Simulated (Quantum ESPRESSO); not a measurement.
## Mn3InC: energy against a fixed spin moment

Wanted: E(M) for Mn3InC from a parallel start.

Program: Quantum ESPRESSO 7.5. Level of theory: PBEsol; plane waves with GBRV 1.5 PBEsol potentials, no spin-orbit coupling. Results are calculated unless marked as measured.

### Step 1. Starting point

It takes space group Pm-3m (No. 221, cubic). Conventional cell: a = 3.949 Å, b = 3.949 Å, c = 3.949 Å, α = 90.00°, β = 90.00°, γ = 90.00°. Nearest to Mn lie 2 C at 1.97 Å and 8 Mn at 2.79 Å and 4 In at 2.79 Å. In has 12 Mn at 2.79 Å nearest. Nearest to C lie 6 Mn at 1.97 Å. Farther neighbours are not listed.

The cell comes from Materials Project 2023-11-01, a database of computed structures, and need not be the stable phase.

### Step 2. No moment imposed

The input, pw.in:

```
&CONTROL
  calculation = 'scf'
  prefix = 'pwscf'
  outdir = './tmp'
  pseudo_dir = './pseudo'
  disk_io = 'nowf'
/
&SYSTEM
  ibrav = 0
  nat = 5
  ntyp = 3
  ecutwfc = 40
  ecutrho = 280
  nbnd = 46
  occupations = 'smearing'
  smearing = 'fd'
  degauss = 0.00734986
  nspin = 2
  starting_magnetization(1) = 0.2333
  starting_magnetization(2) = 0
  starting_magnetization(3) = 0
/
&ELECTRONS
  conv_thr = 1d-08
  electron_maxstep = 150
  mixing_beta = 0.3
/
ATOMIC_SPECIES
Mn     54.9380 mn_pbesol_v1.5.uspp.F.UPF
In    114.8180 in_pbesol_v1.4.uspp.F.UPF
C      12.0110 c_pbesol_v1.2.uspp.F.UPF
CELL_PARAMETERS angstrom
   3.9486650000    0.0000000000    0.0000000000
   0.0000000000    3.9486650000    0.0000000000
   0.0000000000    0.0000000000    3.9486650000
ATOMIC_POSITIONS crystal
Mn      0.5000000000    0.0000000000    0.0000000000
Mn      0.0000000000    0.0000000000    0.5000000000
Mn      0.0000000000    0.5000000000    0.0000000000
In      0.5000000000    0.5000000000    0.5000000000
C       0.0000000000    0.0000000000    0.0000000000
K_POINTS automatic
8 8 8 0 0 0
```

The run is started by

```sh
$ OMP_NUM_THREADS=1 mpirun -n 2 pw.x -nk 2 -in pw.in > pw.out
```

The program printed:

```text
Program PWSCF v.7.5 starts

     Message from routine setup:
     using ibrav=0 with symmetry is DISCOURAGED, use correct ibrav instead

     K-points division:     npool     =       2
     Subspace diagonalization in iterative solution of the eigenvalue problem:

     G-vector sticks info
     --------------------
     sticks:   dense  smooth     PW     G-vecs:    dense   smooth      PW
     Sum        1237     709    221                32795    14147    2517

     Using Slab Decomposition

     bravais-lattice index     =            0
     lattice parameter (alat)  =       7.4619  a.u.
     unit-cell volume          =     415.4775 (a.u.)^3
     number of atoms/cell      =            5
     number of atomic types    =            3
     number of electrons       =        62.00
     number of Kohn-Sham states=           46
     kinetic-energy cutoff     =      40.0000  Ry
     charge density cutoff     =     280.0000  Ry
     scf convergence threshold =      1.0E-08
     mixing beta               =       0.3000
     number of iterations used =            8  plain     mixing
     Exchange-correlation= SLA  PW   PSX  PSC
                           (   1   4  10   8   0   0   0)

     celldm(1)=   7.461895  celldm(2)=   0.000000  celldm(3)=   0.000000
     celldm(4)=   0.000000  celldm(5)=   0.000000  celldm(6)=   0.000000

     crystal axes: (cart. coord. in units of alat)
               a(1) = (   1.000000   0.000000   0.000000 )
               a(2) = (   0.000000   1.000000   0.000000 )
               a(3) = (   0.000000   0.000000   1.000000 )

     reciprocal axes: (cart. coord. in units 2 pi/alat)
               b(1) = (  1.000000  0.000000  0.000000 )
               b(2) = (  0.000000  1.000000  0.000000 )
               b(3) = (  0.000000  0.000000  1.000000 )

     PseudoPot. # 1 for Mn read from file:
     mn_pbesol_v1.5.uspp.F.UPF
     Pseudo is Ultrasoft + core correction, Zval = 15.0
     Generated by new atomic code, or converted to UPF format
     Using radial grid of  859 points,  6 beta functions with:
                l(1) =   0
                l(2) =   0
                l(3) =   1
                l(4) =   1
                l(5) =   2
                l(6) =   2
     Q(r) pseudized with  8 coefficients,  rinner =    0.950   0.950   0.950
                                                       0.950   0.950

     PseudoPot. # 2 for In read from file:
     in_pbesol_v1.4.uspp.F.UPF
     Pseudo is Ultrasoft + core correction, Zval = 13.0
     Generated by new atomic code, or converted to UPF format
     Using radial grid of  889 points,  6 beta functions with:
                l(1) =   0
                l(2) =   0
                l(3) =   1
                l(4) =   1
                l(5) =   2
                l(6) =   2
     Q(r) pseudized with  6 coefficients,  rinner =    1.400   1.400   1.400
                                                       1.400   1.400

     PseudoPot. # 3 for C  read from file:
     c_pbesol_v1.2.uspp.F.UPF
     Pseudo is Ultrasoft + core correction, Zval =  4.0
     Generated by new atomic code, or converted to UPF format
     Using radial grid of  721 points,  4 beta functions with:
                l(1) =   0
                l(2) =   0
                l(3) =   1
                l(4) =   1
     Q(r) pseudized with  8 coefficients,  rinner =    1.100   1.100   1.100

     atomic species   valence    mass     pseudopotential
     Mn               15.00    54.93800     Mn( 1.00)
     In               13.00   114.81800     In( 1.00)
     C                 4.00    12.01100     C ( 1.00)

     Starting magnetic structure
     atomic species   magnetization
     Mn              0.233
     In              0.000
     C               0.000

     48 Sym. Ops., with inversion, found

   Cartesian axes

     site n.     atom                  positions (alat units)
         1        Mn     tau(   1) = (   0.5000000   0.0000000   0.0000000  )
         2        Mn     tau(   2) = (   0.0000000   0.0000000   0.5000000  )
         3        Mn     tau(   3) = (   0.0000000   0.5000000   0.0000000  )
         4        In     tau(   4) = (   0.5000000   0.5000000   0.5000000  )
         5        C      tau(   5) = (   0.0000000   0.0000000   0.0000000  )

     number of k points=    35  Fermi-Dirac smearing, width (Ry)=  0.0073
                       cart. coord. in units 2pi/alat
        k(    1) = (   0.0000000   0.0000000   0.0000000), wk =   0.0019531
        k(    2) = (   0.0000000   0.0000000   0.1250000), wk =   0.0117188
        k(    3) = (   0.0000000   0.0000000   0.2500000), wk =   0.0117188
        k(    4) = (   0.0000000   0.0000000   0.3750000), wk =   0.0117188
        k(    5) = (   0.0000000   0.0000000  -0.5000000), wk =   0.0058594
        [... 30 further k-points ...]

     Dense  grid:    32795 G-vectors     FFT dimensions: (  40,  40,  40)

     Smooth grid:    14147 G-vectors     FFT dimensions: (  32,  32,  32)

     Check: negative core charge=   -0.000049
     Generating pointlists ...
     new r_m :   0.2063 (alat units)  1.5390 (a.u.) for type    1
     new r_m :   0.2917 (alat units)  2.1765 (a.u.) for type    2
     new r_m :   0.2063 (alat units)  1.5390 (a.u.) for type    3

     Initial potential from superposition of free atoms

     starting charge      58.9997, renormalised to      62.0000
     Starting wfcs are   52 randomized atomic wfcs

     Self-consistent Calculation

     iteration #  1     ecut=    40.00 Ry     beta= 0.30
     Davidson diagonalization with overlap
     ethr =  1.00E-02,  avg # of iterations =  3.5

     total energy              =    -775.03229257 Ry
     estimated scf accuracy    <      12.48546550 Ry

     total magnetization       =     3.96 Bohr mag/cell
     absolute magnetization    =     4.39 Bohr mag/cell

     iteration #  2     ecut=    40.00 Ry     beta= 0.30
     Davidson diagonalization with overlap
     ethr =  1.00E-02,  avg # of iterations =  2.8

     total energy              =    -777.53237963 Ry
     estimated scf accuracy    <       2.28714113 Ry

     total magnetization       =     7.14 Bohr mag/cell
     absolute magnetization    =     7.77 Bohr mag/cell

     iteration #  3     ecut=    40.00 Ry     beta= 0.30
     Davidson diagonalization with overlap
     ethr =  3.69E-03,  avg # of iterations =  1.7

     total energy              =    -777.88317769 Ry
     estimated scf accuracy    <       0.08209177 Ry

     total magnetization       =     7.00 Bohr mag/cell
     absolute magnetization    =     7.62 Bohr mag/cell

     [... further iterations left out ...]

     iteration # 13     ecut=    40.00 Ry     beta= 0.30
     Davidson diagonalization with overlap
     ethr =  7.31E-09,  avg # of iterations =  2.4

     total energy              =    -777.90531335 Ry
     estimated scf accuracy    <       0.00000121 Ry

     total magnetization       =     5.93 Bohr mag/cell
     absolute magnetization    =     6.65 Bohr mag/cell

     iteration # 14     ecut=    40.00 Ry     beta= 0.30
     Davidson diagonalization with overlap
     ethr =  1.96E-09,  avg # of iterations =  1.1

     total energy              =    -777.90531328 Ry
     estimated scf accuracy    <       0.00000042 Ry

     total magnetization       =     5.93 Bohr mag/cell
     absolute magnetization    =     6.65 Bohr mag/cell

     iteration # 15     ecut=    40.00 Ry     beta= 0.30
     Davidson diagonalization with overlap
     ethr =  6.71E-10,  avg # of iterations =  2.2

     total energy              =    -777.90531339 Ry
     estimated scf accuracy    <       0.00000001 Ry

     total magnetization       =     5.93 Bohr mag/cell
     absolute magnetization    =     6.65 Bohr mag/cell

     iteration # 16     ecut=    40.00 Ry     beta= 0.30
     Davidson diagonalization with overlap
     ethr =  1.79E-11,  avg # of iterations =  2.3

     Magnetic moment per site  (integrated on atomic sphere of radius R)
     atom   1 (R=0.206)  charge= 12.0930  magn=  1.8226
     atom   2 (R=0.206)  charge= 12.0930  magn=  1.8226
     atom   3 (R=0.206)  charge= 12.0930  magn=  1.8226
     atom   4 (R=0.292)  charge= 11.0550  magn= -0.0807
     atom   5 (R=0.206)  charge=  3.0757  magn= -0.1691

     End of self-consistent calculation

     [... lines left out ...]
     the Fermi energy is    16.2862 ev

!    total energy              =    -777.90531341 Ry
     estimated scf accuracy    <          3.4E-09 Ry
     smearing contrib. (-TS)   =      -0.01241744 Ry
     internal energy E=F+TS    =    -777.89289596 Ry

     The total energy is F=E-TS. E is the sum of the following terms:
     one-electron contribution =    -315.57740202 Ry
     hartree contribution      =     197.31318467 Ry
     xc contribution           =    -120.09189306 Ry
     ewald contribution        =    -539.53678556 Ry

     total magnetization       =     5.93 Bohr mag/cell
     absolute magnetization    =     6.65 Bohr mag/cell

     convergence has been achieved in  16 iterations

=------------------------------------------------------------------------------=
   JOB DONE.
=------------------------------------------------------------------------------=
```

The job ended after 55 s (2 MPI ranks of AMD EPYC 7R32 (Zen 2), shared host; peak memory 0.3 GiB; 1.8 min of CPU time).

Spin moment in the atom's sphere by atom:

```
atom  spin moment in the atom's sphere (μB)
 Mn1                                   1.82
 Mn2                                   1.82
 Mn3                                   1.82
 In4                                  -0.08
  C5                                  -0.17
```

Numbers from this step:

- smearing term TS: 0.1689 eV
- magnetization: 5.932 μB
- absolute magnetization: 6.649 μB
- final state: ferromagnetic

### Step 3. Moment fixed at 0 μB

The two spin channels are filled to separate Fermi energies, so that the total moment meets the target. Half of the up one less the down one is the slope dE/dM.

Edit pw.in of step 2 so:

```diff
@@ -13,3 +13,3 @@
   ecutrho = 280
-  nbnd = 46
+  nbnd = 45
   occupations = 'smearing'
@@ -18,5 +18,6 @@
   nspin = 2
-  starting_magnetization(1) = 0.2333
+  starting_magnetization(1) = 0.0117
   starting_magnetization(2) = 0
   starting_magnetization(3) = 0
+  tot_magnetization = 0
 /
```

The program printed:

```text
     [... lines left out ...]
Program PWSCF v.7.5 starts
     [... lines left out ...]
     number of atoms/cell      =            5
     [... lines left out ...]
     number of electrons       =        62.00 (up:  31.00, down:  31.00)
     number of Kohn-Sham states=           45
     kinetic-energy cutoff     =      40.0000  Ry
     charge density cutoff     =     280.0000  Ry
     scf convergence threshold =      1.0E-08
     [... lines left out ...]
     48 Sym. Ops., with inversion, found
     [... lines left out ...]
     number of k points=    35  Fermi-Dirac smearing, width (Ry)=  0.0073
     [... lines left out ...]
     iteration # 13     ecut=    40.00 Ry     beta= 0.30
     [... lines left out ...]
     Magnetic moment per site  (integrated on atomic sphere of radius R)
     atom   1 (R=0.206)  charge= 12.0737  magn=  0.0000
     atom   2 (R=0.206)  charge= 12.0737  magn=  0.0000
     atom   3 (R=0.206)  charge= 12.0737  magn=  0.0000
     atom   4 (R=0.292)  charge= 11.0428  magn= -0.0000
     atom   5 (R=0.206)  charge=  3.0699  magn=  0.0000
     [... lines left out ...]
     the spin up/dw Fermi energies are    15.9339   15.9342 ev
!    total energy              =    -777.85724725 Ry
     estimated scf accuracy    <          3.0E-09 Ry
     smearing contrib. (-TS)   =      -0.02395997 Ry
     [... lines left out ...]
     total magnetization       =    -0.00 Bohr mag/cell
     absolute magnetization    =     0.00 Bohr mag/cell
     convergence has been achieved in  13 iterations
```

Elapsed: 44 s, on 2 MPI ranks; peak memory 0.35 GiB; 87 s of CPU time.

This step gave:

- magnetization: 0 μB
- absolute magnetization: 0 μB
- half the difference of the two Fermi energies: -0.1 meV
- largest moment: 0 μB

### Step 4. Moment fixed at 1.001 μB

Edit pw.in of step 3 so:

```diff
@@ -13,3 +13,3 @@
   ecutrho = 280
-  nbnd = 45
+  nbnd = 46
   occupations = 'smearing'
@@ -18,6 +18,6 @@
   nspin = 2
-  starting_magnetization(1) = 0.0117
+  starting_magnetization(1) = 0.0222
   starting_magnetization(2) = 0
   starting_magnetization(3) = 0
-  tot_magnetization = 0
+  tot_magnetization = 1.001
 /
```

The program printed:

```text
     [... lines left out ...]
Program PWSCF v.7.5 starts
     [... lines left out ...]
     number of atoms/cell      =            5
     [... lines left out ...]
     number of electrons       =        62.00 (up:  31.50, down:  30.50)
     number of Kohn-Sham states=           46
     kinetic-energy cutoff     =      40.0000  Ry
     charge density cutoff     =     280.0000  Ry
     scf convergence threshold =      1.0E-08
     [... lines left out ...]
     48 Sym. Ops., with inversion, found
     [... lines left out ...]
     number of k points=    35  Fermi-Dirac smearing, width (Ry)=  0.0073
     [... lines left out ...]
     iteration # 14     ecut=    40.00 Ry     beta= 0.30
     [... lines left out ...]
     Magnetic moment per site  (integrated on atomic sphere of radius R)
     atom   1 (R=0.206)  charge= 12.0740  magn=  0.3238
     atom   2 (R=0.206)  charge= 12.0740  magn=  0.3238
     atom   3 (R=0.206)  charge= 12.0740  magn=  0.3238
     atom   4 (R=0.292)  charge= 11.0430  magn= -0.0226
     atom   5 (R=0.206)  charge=  3.0702  magn= -0.0322
     [... lines left out ...]
     the spin up/dw Fermi energies are    15.8028   16.0513 ev
!    total energy              =    -777.86244159 Ry
     estimated scf accuracy    <          2.7E-09 Ry
     smearing contrib. (-TS)   =      -0.02064191 Ry
     [... lines left out ...]
     total magnetization       =     1.00 Bohr mag/cell
     absolute magnetization    =     1.21 Bohr mag/cell
     convergence has been achieved in  14 iterations
```

It took 52 s on 2 MPI ranks; peak memory 0.34 GiB; 1.7 min of CPU time.

Spin moment in the atom's sphere by atom:

```
atom  spin moment in the atom's sphere (μB)
 Mn1                                  0.324
 Mn2                                  0.324
 Mn3                                  0.324
 In4                                 -0.023
  C5                                 -0.032
```

This step gave:

* magnetization: 1.001 μB
* absolute magnetization: 1.213 μB
* half the difference of the two Fermi energies: -124.2 meV

### Step 5. Moment fixed at 2.002 μB

Edit pw.in of step 4 so:

```diff
@@ -18,6 +18,6 @@
   nspin = 2
-  starting_magnetization(1) = 0.0222
+  starting_magnetization(1) = 0.0445
   starting_magnetization(2) = 0
   starting_magnetization(3) = 0
-  tot_magnetization = 1.001
+  tot_magnetization = 2.002
 /
```

The program printed:

```text
     [... lines left out ...]
Program PWSCF v.7.5 starts
     [... lines left out ...]
     number of atoms/cell      =            5
     [... lines left out ...]
     number of electrons       =        62.00 (up:  32.00, down:  30.00)
     number of Kohn-Sham states=           46
     kinetic-energy cutoff     =      40.0000  Ry
     charge density cutoff     =     280.0000  Ry
     scf convergence threshold =      1.0E-08
     [... lines left out ...]
     48 Sym. Ops., with inversion, found
     [... lines left out ...]
     number of k points=    35  Fermi-Dirac smearing, width (Ry)=  0.0073
     [... lines left out ...]
     iteration # 13     ecut=    40.00 Ry     beta= 0.30
     [... lines left out ...]
     Magnetic moment per site  (integrated on atomic sphere of radius R)
     atom   1 (R=0.206)  charge= 12.0746  magn=  0.6351
     atom   2 (R=0.206)  charge= 12.0746  magn=  0.6351
     atom   3 (R=0.206)  charge= 12.0746  magn=  0.6351
     atom   4 (R=0.292)  charge= 11.0435  magn= -0.0369
     atom   5 (R=0.206)  charge=  3.0706  magn= -0.0653
     [... lines left out ...]
     the spin up/dw Fermi energies are    15.7519   16.0851 ev
!    total energy              =    -777.87342047 Ry
     estimated scf accuracy    <          6.1E-09 Ry
     smearing contrib. (-TS)   =      -0.01730873 Ry
     [... lines left out ...]
     total magnetization       =     2.00 Bohr mag/cell
     absolute magnetization    =     2.33 Bohr mag/cell
     convergence has been achieved in  13 iterations
```

Elapsed: 44 s, on 2 MPI ranks; peak memory 0.35 GiB; 88 s of CPU time.

Numbers from this step:

```yaml
magnetization: 2.002 μB
absolute_magnetization: 2.329 μB
half_the_difference_of_the_two_fermi_energies: -166.6 meV
largest_moment: 0.6351 μB
```

### Step 6. All moments

The runs not shown differ in the target, the start and the number of states alone. The point at 5.93 μB is the free run, entered with slope zero.

Table of energy over the lowest by total spin moment:

```
total spin moment (μB a cell)  energy over the lowest (meV a cell)
                         0.00                                  654
                         1.00                                  583
                         2.00                                  434
                         3.00                                  262
                         4.00                                  113
                         5.00                                 30.1
                         5.93                                    0
                         6.01                                0.299
                         7.01                                 58.3
                         8.01                                  179
```

The dE/dM by total spin moment:

```
total spin moment (μB a cell)  dE/dM (meV/μB)
                         0.00          -0.129
                         1.00            -124
                         2.00            -167
                         3.00            -170
                         4.00            -117
                         5.00           -55.4
                         5.93               0
                         6.01            8.21
                         7.01            93.1
                         8.01             155
```

Table of largest site moment by total spin moment:

```
total spin moment (μB a cell)  largest site moment (μB)
                         0.00                    1.3e-5
                         1.00                     0.324
                         2.00                     0.635
                         3.00                     0.940
                         4.00                      1.24
                         5.00                      1.54
                         5.93                      1.82
                         6.01                      1.84
                         7.01                      2.12
                         8.01                      2.39
```

### Step 7. Results

* moment of the free run: 5.93 μB a cell
* energy at zero total moment: 654 meV a cell over the lowest
* ΔE/ΔM² from the lowest point to 7.01 and to 5.00 μB: 50 and 35 meV/μB²

In words: At zero total moment the site moments vanish, so the 654 meV a cell is the energy of forming them. The points show one minimum alone. All runs start parallel; opposed orders may lie lower. Energies are free energies at an electronic temperature of 1160 K, which lowers moments and differences where the moments are itinerant.

[Logs and program files are shortened in this print: banners, set-up blocks, solver, clock and traceback lines can be left out without a mark of their own.]

[Logs are printed without paths, hosts, clocks, repeated set-up lines and the standing remarks that a program may print on its own settings, such as how far it seeks lower states.]

[Hosts, paths, dates, database ids (printed as entryN), source tags and the programs' standing remarks are cut or masked in the printed files.]

[Where a cell is said to come from a database of computed structures, the database is the Materials Project.]
